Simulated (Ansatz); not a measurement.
**I on Ni(111): change of the work function**

How does one ordered layer of I (fcc site) change the work function of Ni(111), and what dipole does each adsorbate carry?

Method: plane-wave DFT, PBE, Ansatz PAW, in Ansatz 0.2.0.

**1. The system as given**

The cell holds 4 atoms: 4 Ni. Cell: a = 2.489 Å, b = 2.489 Å, c = 24.097 Å, α = 90.0°, β = 90.0°, γ = 60.0°. Vacuum lies along c.

**2. The clean slab**

The bare slab comes first, as the zero from which every change is counted. The two lowest layers are held at bulk places and the upper ones relax. The dipole correction removes the false field that a one-sided slab makes across the periodic vacuum, so each face gets a flat vacuum level of its own.

File input.yaml:

```yaml
crystal:
  lattice:
    - [2.4890158698, 0.0, 0.0]
    - [1.2445079349, 2.1555509736, 0.0]
    - [0.0, 0.0, 24.0968188426]
  atoms:
    - { symbol: Ni, position: [0.0, 0.0, 0.3734932839], spin: 0.7 }
    - { symbol: Ni, position: [0.3333333333, 0.3333333333, 0.4578310946], spin: 0.7 }
    - { symbol: Ni, position: [0.6666666667, 0.6666666667, 0.5421689054], spin: 0.7 }
    - { symbol: Ni, position: [0.0, 0.0, 0.6265067161], spin: 0.7 }
magnetization:
  spin_polarized: true
kpoints:
  mp_grid: { grid: [12, 12, 1] }
hamiltonian:
  xc: pbe
scf:
  occupations: { method: fermi_dirac, width: 0.1 }
  convergence: { dr2_threshold: 1.0e-08 }
efield:
  axis: 3
  dipole_correction: true
  ramp_position: 0.97
  ramp_width: 0.06
relax:
  f_tol: 0.02
  max_steps: 60
  constraints: [{ sites: [0, 1] }]
output:
  write_potential: true
  write_density: true
  volumetric_format: npy
```

The run is started by

```
$ ansatz run input.yaml --threads 4 --pin off --max-ram 6144MiB --backend cpu --events-out ev --progress --plain --runs-dir out
```

The log of the run:

```text
Engine: ansatz 0.2.0, aarch64-unknown-linux-gnu
Pseudopotentials: kind: paw
Pseudopotential: Ni, paw, valence charge 18, recommended cutoff 420 eV (normal), Ni.paw.azcp
Functional definition: PBE
  parameter kappa = 0.804
  parameter beta = 0.066725
  exchange = pbe_x(kappa = kappa, mu = beta*pi^2/3)
  correlation = pbe_c(beta = beta)
Crystal: 4 atoms, lattice volume = 129.284 Å³
Basis set: ecut = 420 eV, 2439 PW (Γ), exchange–correlation on 36×36×324 points (8 copies of the dense FFT grid, shifted against one another)
Bands: 45, of which v1, the nominal top of the filled ones, is band 36 counted from 1 (35 counted from 0)
Symmetry: 6 space group operations
k-points: 19 of 144 (time reversal used)
Non-local potential: Ni, projectors of the file, l = 0: 3, l = 1: 2, l = 2: 3, l = 3: 1
PAW form: soft (Blöchl's): semilocal exchange-correlation on the pseudo side does not see the compensation charge
PAW one-centre angular grid: Ni, 590 points (default); XC on 64 Gauss nodes
Initial density: superposition of atomic densities (neutral atoms: chi_scale 0, normalization atom)
Starting moments: Σ|m| = 2.8 μB on 4 of 4 sites
Initial wavefunctions: pseudopotential atomic-orbital guess
Functional: x = pbe(κ = 0.804, μ = 0.219515), c = pbe(β = 0.066725)
SCF iter   1: F=—  HF=-23353.905145 eV  |F-HF|=—  |Δ(HF+E_count)|=         —  Δρ=2.86e-2 (↑1.12e-2 ↓2.86e-2)  dr2=2.62e0  dr2_m=2.76e-1  M=2.997 μB ∫|m|=3.146 μB  β_m=1.00  ethr=3.10e-3  p=0.000 e·Å  D=3.58e-13 V/Å  ΔV_dip=-0.00 eV  dr2_dipole=4.80e-7  V_vac-E_F(+/−)=7.25/7.25 eV  ⟨swp⟩=10.9  Hψ=8806  notcnv=0  defer=16
Mixer restart at iter 1: flushing history
efield: sawtooth ramp at fractional position 0.9700 (set: `efield.ramp_position`, or a place that a band, a saddle search or an elastic batch's reference lends), width 0.0600; the density the first Hamiltonian is built on has a dipole p = 0.000 e·Å; the dipole correction subtracts the counter field D = 3.58e-13 V/Å, which shifts the + side's vacuum level by -0.00 eV against the − side's; the planar-averaged density in the ramp window peaks in size at 7.6e-6 e/Å³
preconditioner: auto → LDOS  [metal: Δε(μ)=0.005 eV  Ē_g=7.174 eV  σ=0.100 eV  W_gap=0.01  n_scr=18 (ndim 8)  ℏωp=20.7 eV  f_vac=0.604  D(μ)=7.90/eV (n_scr^D=102)]
spin=Collinear: LDOS preconditioning applied to the charge; magnetization (m = ρ↑ − ρ↓) channel mixes plain (no charge-response kernel on spin).
SCF iter   2: F=—  HF=-23354.537091 eV  |F-HF|=—  |Δ(HF+E_count)|=   6.32e-1  Δρ=1.21e-2 (↑1.21e-2 ↓9.37e-3)  dr2=4.70e-1  dr2_m=6.08e-3  M=2.950 μB ∫|m|=3.239 μB  β_m=0.32  ethr=3.10e-3  p=-0.000 e·Å  D=-1.18e-5 V/Å  ΔV_dip=0.00 eV  dr2_dipole=1.68e-7  V_vac-E_F(+/−)=6.45/6.45 eV  ⟨swp⟩=2.3  Hψ=2954  notcnv=0  defer=39
density mixer auto → msr1: a metal under ldos (density of states about μ 3.85 of a free-electron gas's, 18 screened modes)
SCF iter   3: F=—  HF=-23355.900691 eV  |F-HF|=—  |Δ(HF+E_count)|=    1.36e0  Δρ=6.31e-3 (↑6.31e-3 ↓4.98e-3)  dr2=1.22e-1  dr2_m=5.55e-3  M=2.942 μB ∫|m|=3.263 μB  β_m=0.52  ethr=6.53e-4  p=-0.000 e·Å  D=-2.13e-7 V/Å  ΔV_dip=0.00 eV  dr2_dipole=6.03e-9  V_vac-E_F(+/−)=6.01/6.01 eV  ⟨swp⟩=3.0  Hψ=2841  notcnv=0  defer=40
SCF iter   4: F=—  HF=-23357.393574 eV  |F-HF|=—  |Δ(HF+E_count)|=         —  Δρ=6.98e-3 (↑4.12e-3 ↓6.98e-3)  dr2=1.03e-1  dr2_m=3.75e-3  M=2.826 μB ∫|m|=3.215 μB  β_m=0.52  ethr=1.70e-4  p=-0.000 e·Å  D=-2.46e-6 V/Å  ΔV_dip=0.00 eV  dr2_dipole=3.15e-9  V_vac-E_F(+/−)=5.44/5.44 eV  ⟨swp⟩=3.7  Hψ=3872  notcnv=0  defer=38
SCF iter   5: F=—  HF=-23357.642354 eV  |F-HF|=—  |Δ(HF+E_count)|=   2.49e-1  Δρ=4.88e-3 (↑1.50e-3 ↓4.88e-3)  dr2=3.19e-2  dr2_m=5.57e-3  M=2.736 μB ∫|m|=3.135 μB  β_m=0.76  ethr=1.43e-4  p=0.000 e·Å  D=1.02e-6 V/Å  ΔV_dip=-0.00 eV  dr2_dipole=4.32e-9  V_vac-E_F(+/−)=5.26/5.26 eV  ⟨swp⟩=2.4  Hψ=2763  notcnv=0  defer=40
SCF iter   6: F=—  HF=-23357.693928 eV  |F-HF|=—  |Δ(HF+E_count)|=   5.16e-2  Δρ=2.88e-3 (↑1.47e-3 ↓2.88e-3)  dr2=1.26e-2  dr2_m=1.52e-3  M=2.669 μB ∫|m|=3.070 μB  β_m=0.86  ethr=4.44e-5  p=-0.000 e·Å  D=-5.89e-6 V/Å  ΔV_dip=0.00 eV  dr2_dipole=2.14e-8  V_vac-E_F(+/−)=5.15/5.15 eV  ⟨swp⟩=2.2  Hψ=2708  notcnv=0  defer=40
SCF iter   7: F=—  HF=-23357.694448 eV  |F-HF|=—  |Δ(HF+E_count)|=   5.20e-4  Δρ=2.31e-3 (↑1.35e-3 ↓2.31e-3)  dr2=9.68e-3  dr2_m=5.46e-4  M=2.662 μB ∫|m|=3.065 μB  β_m=0.72  ethr=1.75e-5  p=0.000 e·Å  D=1.37e-5 V/Å  ΔV_dip=-0.00 eV  dr2_dipole=5.06e-8  V_vac-E_F(+/−)=5.06/5.06 eV  ⟨swp⟩=2.7  Hψ=3609  notcnv=0  defer=46
SCF iter   8: F=—  HF=-23357.693229 eV  |F-HF|=—  |Δ(HF+E_count)|=   1.22e-3  Δρ=4.06e-4 (↑1.85e-4 ↓4.06e-4)  dr2=3.64e-4  dr2_m=1.71e-5  M=2.660 μB ∫|m|=3.064 μB  β_m=0.68  ethr=1.34e-5  p=-0.000 e·Å  D=-3.62e-6 V/Å  ΔV_dip=0.00 eV  dr2_dipole=1.02e-8  V_vac-E_F(+/−)=5.09/5.09 eV  ⟨swp⟩=2.0  Hψ=2577  notcnv=0  defer=48
SCF iter   9: F=—  HF=-23357.693190 eV  |F-HF|=—  |Δ(HF+E_count)|=   3.90e-5  Δρ=1.79e-4 (↑7.00e-5 ↓1.79e-4)  dr2=3.02e-5  dr2_m=1.70e-5  M=2.661 μB ∫|m|=3.067 μB  β_m=0.69  ethr=5.05e-7  p=0.000 e·Å  D=3.89e-6 V/Å  ΔV_dip=-0.00 eV  dr2_dipole=1.53e-8  V_vac-E_F(+/−)=5.09/5.09 eV  ⟨swp⟩=3.2  Hψ=3585  notcnv=0  defer=48
SCF iter  10: F=—  HF=-23357.693186 eV  |F-HF|=—  |Δ(HF+E_count)|=   3.73e-6  Δρ=5.06e-5 (↑4.29e-5 ↓5.06e-5)  dr2=1.84e-6  dr2_m=2.32e-6  M=2.661 μB ∫|m|=3.067 μB  β_m=0.80  ethr=4.19e-8  p=-0.000 e·Å  D=-3.67e-6 V/Å  ΔV_dip=0.00 eV  dr2_dipole=5.53e-9  V_vac-E_F(+/−)=5.08/5.08 eV  ⟨swp⟩=2.1  Hψ=2621  notcnv=0  defer=48
SCF iter  11: F=—  HF=-23357.693187 eV  |F-HF|=—  |Δ(HF+E_count)|=   9.70e-7  Δρ=2.05e-5 (↑1.28e-5 ↓2.05e-5)  dr2=6.07e-7  dr2_m=1.91e-7  M=2.661 μB ∫|m|=3.067 μB  β_m=0.87  ethr=2.55e-9  p=0.000 e·Å  D=7.88e-6 V/Å  ΔV_dip=-0.00 eV  dr2_dipole=2.87e-8  V_vac-E_F(+/−)=5.08/5.08 eV  ⟨swp⟩=2.1  Hψ=2535  notcnv=0  defer=48
SCF iter  12: F=—  HF=-23357.693187 eV  |F-HF|=—  |Δ(HF+E_count)|=   2.51e-7  Δρ=1.80e-5 (↑1.51e-5 ↓1.80e-5)  dr2=9.33e-7  dr2_m=1.72e-8  M=2.661 μB ∫|m|=3.067 μB  β_m=0.65  ethr=8.43e-10  p=-0.000 e·Å  D=-1.24e-5 V/Å  ΔV_dip=0.00 eV  dr2_dipole=7.47e-8  V_vac-E_F(+/−)=5.08/5.08 eV  ⟨swp⟩=2.5  Hψ=3401  notcnv=0  defer=48
SCF iter  13: F=—  HF=-23357.693187 eV  |F-HF|=—  |Δ(HF+E_count)|=   2.13e-7  Δρ=3.08e-6 (↑2.15e-6 ↓3.08e-6)  dr2=3.91e-8  dr2_m=2.54e-9  M=2.661 μB ∫|m|=3.067 μB  β_m=0.82  ethr=8.43e-10  p=-0.000 e·Å  D=-2.09e-6 V/Å  ΔV_dip=0.00 eV  dr2_dipole=9.96e-9  V_vac-E_F(+/−)=5.08/5.08 eV  ⟨swp⟩=2.1  Hψ=2507  notcnv=0  defer=48
[...]
density mixer auto → msr1: a metal under ldos (density of states about μ 3.54 of a free-electron gas's, 18 screened modes)
SCF iter   3: F=—  HF=-23357.695252 eV  |F-HF|=—  |Δ(HF+E_count)|=   3.47e-6  Δρ=3.61e-4 (↑3.61e-4 ↓2.26e-4)  dr2=1.98e-4  dr2_m=3.76e-5  M=2.664 μB ∫|m|=3.069 μB  β_m=0.44  ethr=1.15e-6  p=0.001 e·Å  D=1.05e-3 V/Å  ΔV_dip=-0.03 eV  dr2_dipole=3.96e-5  V_vac-E_F(+/−)=5.05/5.08 eV  ⟨swp⟩=1.8  Hψ=2163  notcnv=0  defer=48
SCF iter   4: F=—  HF=-23357.695307 eV  |F-HF|=—  |Δ(HF+E_count)|=   5.46e-5  Δρ=1.71e-4 (↑1.71e-4 ↓1.57e-4)  dr2=3.30e-5  dr2_m=2.06e-5  M=2.663 μB ∫|m|=3.067 μB  β_m=0.46  ethr=2.74e-7  p=0.001 e·Å  D=8.26e-4 V/Å  ΔV_dip=-0.02 eV  dr2_dipole=2.43e-8  V_vac-E_F(+/−)=5.06/5.08 eV  ⟨swp⟩=1.5  Hψ=1921  notcnv=0  defer=48
SCF iter   5: F=—  HF=-23357.695322 eV  |F-HF|=—  |Δ(HF+E_count)|=   1.50e-5  Δρ=7.39e-5 (↑5.22e-5 ↓7.39e-5)  dr2=5.11e-6  dr2_m=4.02e-6  M=2.662 μB ∫|m|=3.067 μB  β_m=0.61  ethr=4.58e-8  p=0.000 e·Å  D=6.00e-4 V/Å  ΔV_dip=-0.01 eV  dr2_dipole=8.35e-7  V_vac-E_F(+/−)=5.07/5.08 eV  ⟨swp⟩=2.1  Hψ=2952  notcnv=0  defer=48
SCF iter   6: F=—  HF=-23357.695328 eV  |F-HF|=—  |Δ(HF+E_count)|=   6.07e-6  Δρ=4.54e-5 (↑4.33e-5 ↓4.54e-5)  dr2=5.56e-6  dr2_m=7.72e-7  M=2.661 μB ∫|m|=3.066 μB  β_m=0.57  ethr=7.10e-9  p=0.000 e·Å  D=4.49e-4 V/Å  ΔV_dip=-0.01 eV  dr2_dipole=1.56e-7  V_vac-E_F(+/−)=5.07/5.08 eV  ⟨swp⟩=3.1  Hψ=3518  notcnv=0  defer=48
SCF iter   7: F=—  HF=-23357.695328 eV  |F-HF|=—  |Δ(HF+E_count)|=   4.70e-7  Δρ=2.52e-5 (↑2.52e-5 ↓1.49e-5)  dr2=2.59e-6  dr2_m=2.45e-7  M=2.661 μB ∫|m|=3.065 μB  β_m=0.52  ethr=7.10e-9  p=0.000 e·Å  D=3.65e-4 V/Å  ΔV_dip=-0.01 eV  dr2_dipole=9.20e-7  V_vac-E_F(+/−)=5.07/5.08 eV  ⟨swp⟩=2.1  Hψ=2796  notcnv=0  defer=48
SCF iter   8: F=—  HF=-23357.695328 eV  |F-HF|=—  |Δ(HF+E_count)|=   1.08e-7  Δρ=1.02e-5 (↑9.82e-6 ↓1.02e-5)  dr2=4.18e-8  dr2_m=1.01e-7  M=2.661 μB ∫|m|=3.065 μB  β_m=0.69  ethr=3.59e-9  p=0.000 e·Å  D=3.80e-4 V/Å  ΔV_dip=-0.01 eV  dr2_dipole=2.27e-9  V_vac-E_F(+/−)=5.07/5.08 eV  ⟨swp⟩=2.4  Hψ=2355  notcnv=0  defer=48
SCF iter   9: F=—  HF=-23357.695329 eV  |F-HF|=—  |Δ(HF+E_count)|=   1.88e-7  Δρ=4.90e-6 (↑4.07e-6 ↓4.90e-6)  dr2=1.37e-7  dr2_m=1.16e-8  M=2.660 μB ∫|m|=3.065 μB  β_m=0.62  ethr=5.81e-11  p=0.000 e·Å  D=3.76e-4 V/Å  ΔV_dip=-0.01 eV  dr2_dipole=2.33e-9  V_vac-E_F(+/−)=5.07/5.08 eV  ⟨swp⟩=3.1  Hψ=3695  notcnv=0  defer=48
SCF iter  10: F=—  HF=-23357.695329 eV  |F-HF|=—  |Δ(HF+E_count)|=   1.76e-9  Δρ=2.50e-6 (↑2.50e-6 ↓2.27e-6)  dr2=2.53e-8  dr2_m=3.14e-9  M=2.660 μB ∫|m|=3.065 μB  β_m=0.56  ethr=5.81e-11  p=0.000 e·Å  D=3.70e-4 V/Å  ΔV_dip=-0.01 eV  dr2_dipole=7.75e-9  V_vac-E_F(+/−)=5.07/5.08 eV  ⟨swp⟩=2.3  Hψ=3262  notcnv=0  defer=48
SCF iter  11: F=—  HF=-23357.695329 eV  |F-HF|=—  |Δ(HF+E_count)|=   3.96e-9  Δρ=1.37e-6 (↑1.37e-6 ↓1.25e-6)  dr2=3.07e-9  dr2_m=1.07e-9  M=2.660 μB ∫|m|=3.065 μB  β_m=0.56  ethr=3.52e-11  p=0.000 e·Å  D=3.74e-4 V/Å  ΔV_dip=-0.01 eV  dr2_dipole=4.12e-10  V_vac-E_F(+/−)=5.07/5.08 eV  ⟨swp⟩=2.0  Hψ=2494  notcnv=0  defer=48
SCF iter  12: F=—  HF=-23357.695329 eV  |F-HF|=—  |Δ(HF+E_count)|=  3.27e-11  Δρ=9.58e-7 (↑9.58e-7 ↓4.74e-7)  dr2=1.33e-9  dr2_m=5.63e-10  M=2.660 μB ∫|m|=3.065 μB  β_m=0.78  ethr=4.27e-12  p=0.000 e·Å  D=3.75e-4 V/Å  ΔV_dip=-0.01 eV  dr2_dipole=6.93e-11  V_vac-E_F(+/−)=5.07/5.08 eV  ⟨swp⟩=2.1  Hψ=2475  notcnv=0  defer=48
SCF iter  13: F=—  HF=-23357.695329 eV  |F-HF|=—  |Δ(HF+E_count)|=   1.54e-9  Δρ=2.68e-6 (↑4.01e-7 ↓2.68e-6)  dr2=1.69e-8  dr2_m=1.71e-9  M=2.660 μB ∫|m|=3.065 μB  β_m=0.89  ethr=1.84e-12  p=0.000 e·Å  D=3.77e-4 V/Å  ΔV_dip=-0.01 eV  dr2_dipole=1.12e-11  V_vac-E_F(+/−)=5.07/5.08 eV  ⟨swp⟩=2.0  Hψ=2430  notcnv=0  defer=48
SCF iter  14: F=-23357.695329 eV  HF=-23357.695329 eV  |F-HF|=3.15e-9  |Δ(HF+E_count)|=  7.89e-10  Δρ=9.53e-7 (↑4.16e-7 ↓9.53e-7)  dr2=3.21e-9  dr2_m=1.09e-10  M=2.660 μB ∫|m|=3.065 μB  ethr=1.84e-12  p=0.000 e·Å  D=3.78e-4 V/Å  ΔV_dip=-0.01 eV  dr2_dipole=6.19e-10  V_vac-E_F(+/−)=5.07/5.08 eV  ⟨swp⟩=6.3  Hψ=10600  notcnv=0
SCF 3 converged in 14 iterations: F = -23357.695329 eV  dr2 = 3.21e-9
relax step   3: F+E_penalty+E_count = -23357.69532856 eV  Δ(F+E_penalty+E_count) = -7.170e-4 eV  max|allowed force component| = 2.492e-3 eV/Å  Δτ_max = 0.0193 Å  (14 SCF iters, accepted)
NSCF: frozen V_eff on 19 k-points
the band table was solved once a step of the walk had ended and its energy, with any forces and stress, was formed, with the checks that follow a solve (9208 applications of the Hamiltonian). They found nothing against the state; the energy, forces and stress were not computed again (output.eigenvalues in the input reference)
WARN: The output density's exchange-correlation potential varies sharply where the density is thin. Do not read a vacuum level from v_tot or v_xc, or from such a field of the output density. On a cell that repeats whose density bears no net charge and no dipole along the vacuum's axis use v_es (v_loc + v_h of the components); under efield.dipole_correction with no amplitude use v_es + v_field, which holds any externa [...]
SCF converged after 14 iterations
Magnetization: 2.6604 μB (37.3302 up, 34.6698 down)
Absolute magnetization: 3.0681 μB (∫|ρ↑−ρ↓|, with the PAW one-centre terms)
Spin contamination: 0.0397 ħ² per cell (⟨S²⟩ above its minimum at these occupations)
Per-site moments (μB) at R_I (Å): [(0.697093, 1.026719), (0.715500, 1.024444), (0.716982, 1.017614), (0.700574, 1.017614)]
Free energy (F): -23357.695329 eV
Harris-Foulkes:  -23357.695329 eV  (|F-HF|=3.15e-9)
Internal energy: -23357.459514 eV  (E = F + TS)
E sigma→0 (E₀):  -23357.577421 eV
Entropy (-TS):   -0.235815 eV (-58.954 meV/atom)
Fermi energy:    2.806611 eV
Dipole field:    D = 0.000420 V/Å  (p = 0.000300 e·Å, saw-weighted, corrected)
Work function:   Φ+ = 5.0720 eV   Φ− = 5.0821 eV
Levels:          The Fermi level and band energies are counted from a zero that moves with the ramp; work functions are not
--- Per-component energies (eV) ---
  E_band       = -2233.047890
  E_kinetic    = 1126.070206
  E_local      = -172553.846970  (includes V_loc(G=0)·N_el)
  E_nonlocal   = 2547.333296
  E_hartree    = 84594.354199
  E_xc         = -336.334423
  E_vxc        = -433.429848  (∫ρ·V_xc dr)
  E_paw        = -6522.740071  (= ΣΔE_a)
  E_vpaw       = -2107.890488  (= ΣTr[D̂ρ^β])
  E_aug_tail   = 0.002094  (compensation charges beyond the density's cutoff)
  E_efield     = 0.000000  (sawtooth field / dipole correction)
  E_vefield    = 0.000307  (∫n·V_field dr)
  E_ewald      = 67787.702154
  E_smearing   = -0.235815  (= −TS)
  E_closure    = -0.000000  (closes the sum)
  Σ components = -23357.695329   (vs F -23357.695329, Δ=0.00e0)
--- Forces (eV/Å), atoms counted from 1 ---
  atom   1  Ni    -0.00000000    -0.00000000     0.14360102
  atom   2  Ni    -0.00000000     0.00000000    -0.14452175
  atom   3  Ni     0.00000000    -0.00000000    -0.00158484
  atom   4  Ni     0.00000000     0.00000000     0.00249224
  max |Σ_I F_I| component: 1.33e-5 eV/Å
--- Band table (eV; the first three rows and the last of 38) ---
  k-point 0 ↑: bands = [... 32 lower, 1.4980, 1.6464, 1.6464, 2.0208, 2.0208, 2.1301, 2.1788, 2.1788, ... 5 higher]
  k-point 1 ↑: bands = [... 32 lower, 1.4402, 1.5080, 1.6627, 1.6938, 1.8504, 2.0182, 2.1827, 2.7997, ... 5 higher]
  k-point 2 ↑: bands = [... 32 lower, 1.2167, 1.3936, 1.5035, 1.6730, 2.0108, 2.1822, 2.1914, 3.6577, ... 5 higher]
  k-point 18 ↓: bands = [... 32 lower, 2.7441, 2.8850, 2.8850, 2.8927, 7.8453, 8.0826, 8.0958, 8.8517, ... 5 higher]
--- Relaxed structure (3 steps of the walk, 3 accepted, 0 SCFs on fresh bases) ---
  F+E_penalty+E_count = -23357.69532856 eV   max|allowed force component| = 2.492e-3 eV/Å
  atoms:
    - { symbol: Ni, position: [0.0, 0.0, 0.373493] }
    - { symbol: Ni, position: [0.333333, 0.333333, 0.4578310946] }
    - { symbol: Ni, position: [0.666667, 0.666667, 0.541888] }
    - { symbol: Ni, position: [0, 0.0, 0.625102] }
```

It took 29 s on 4 threads of Arm Neoverse V1, shared host; peak memory 0.53 GiB; 1.8 min of CPU time.

Reading the cycles: dr2 is the Hartree energy of the density residual (eV), the measure of convergence; HF is the Harris–Foulkes estimate of the energy, which meets the free energy F at convergence.

Step by step:

| step | energy less that of the first step (eV) | largest force component (eV/Å) |
| --- | --- | --- |
| 1 | 0.0000 | 0.1468 |
| 2 | -0.0014 | 0.0868 |
| 3 | -0.0021 | 0.0025 |

Forces are held to the 6 operations that the program found; a distortion that breaks them can't arise in this run.

The atoms that moved most (Å):

```
atom     dx     dy      dz  length
 Ni4  0.000  0.000  -0.034   0.034
 Ni3  0.000  0.000  -0.007   0.007
```

The relaxed structure:

```xyz
4
Lattice="2.4890 0.0000 0.0000 1.2445 2.1556 0.0000 0.0000 0.0000 24.0968" Properties=species:S:1:pos:R:3
Ni    0.0000    0.0000    9.0000
Ni    1.2445    0.7185   11.0323
Ni    2.4890    1.4370   13.0578
Ni    0.0000    0.0000   15.0630
```

Numbers from this step:

```yaml
energy_at_zero_smearing: -23357.5774 eV
total_moment: 2.660 μB
site_moments: 0.6971, 0.7155, 0.7170, 0.7006 μB
work_function_upper_face: 5.072 eV
dipole_along_the_normal: 3.00e-4 e·Å
```

Running mean over 2.032 Å of the planar mean; the ramp of the sawtooth is left out. The electron's electrostatic potential energy less the Fermi level by z:

```csv
z (Å),electron's electrostatic potential energy less the Fermi level (eV)
3.0,5.08
3.5,5.08
4.0,5.08
4.5,5.08
5.0,5.08
5.5,5.07
6.0,5.03
6.5,4.90
7.0,4.40
7.5,2.24
8.0,-3.19
8.5,-8.38
9.0,-10.0
9.5,-10.3
10.0,-10.3
10.5,-10.4
11.0,-10.4
11.5,-10.4
12.0,-10.5
12.5,-10.5
13.0,-10.4
13.5,-10.5
14.0,-10.6
14.5,-10.5
15.0,-10.2
15.5,-8.78
16.0,-3.97
16.5,1.74
17.0,4.26
17.5,4.85
18.0,5.01
18.5,5.06
19.0,5.07
19.5,5.07
20.0,5.07
20.5,5.07
21.0,5.07
```

Site moment by atom:

```csv
atom,site moment (μB)
Ni1,0.697
Ni2,0.716
Ni3,0.717
Ni4,0.701
```

The relaxation took 3 steps and lowered the energy by 0.0021 eV; the largest force on the free atoms ends at 0.0025 eV/Å.

The work function of the upper face is 5.07 eV.

(Part 1 of 2 ends here.)

[Long decimals in the printed logs are rounded to 6 places.]

[Logs are printed without paths, hosts, clocks, repeated set-up lines and the standing remarks that a program may print on its own settings, such as how far it seeks lower states.]

[Hosts, paths, dates, database ids (printed as entryN), source tags and the programs' standing remarks are cut or masked in the printed files.]

[Maps of the electrostatic potential energy from Ansatz leave out the sawtooth potential of an applied field or a dipole correction, so their vacuum need not be flat; planar profiles and work functions include it.]
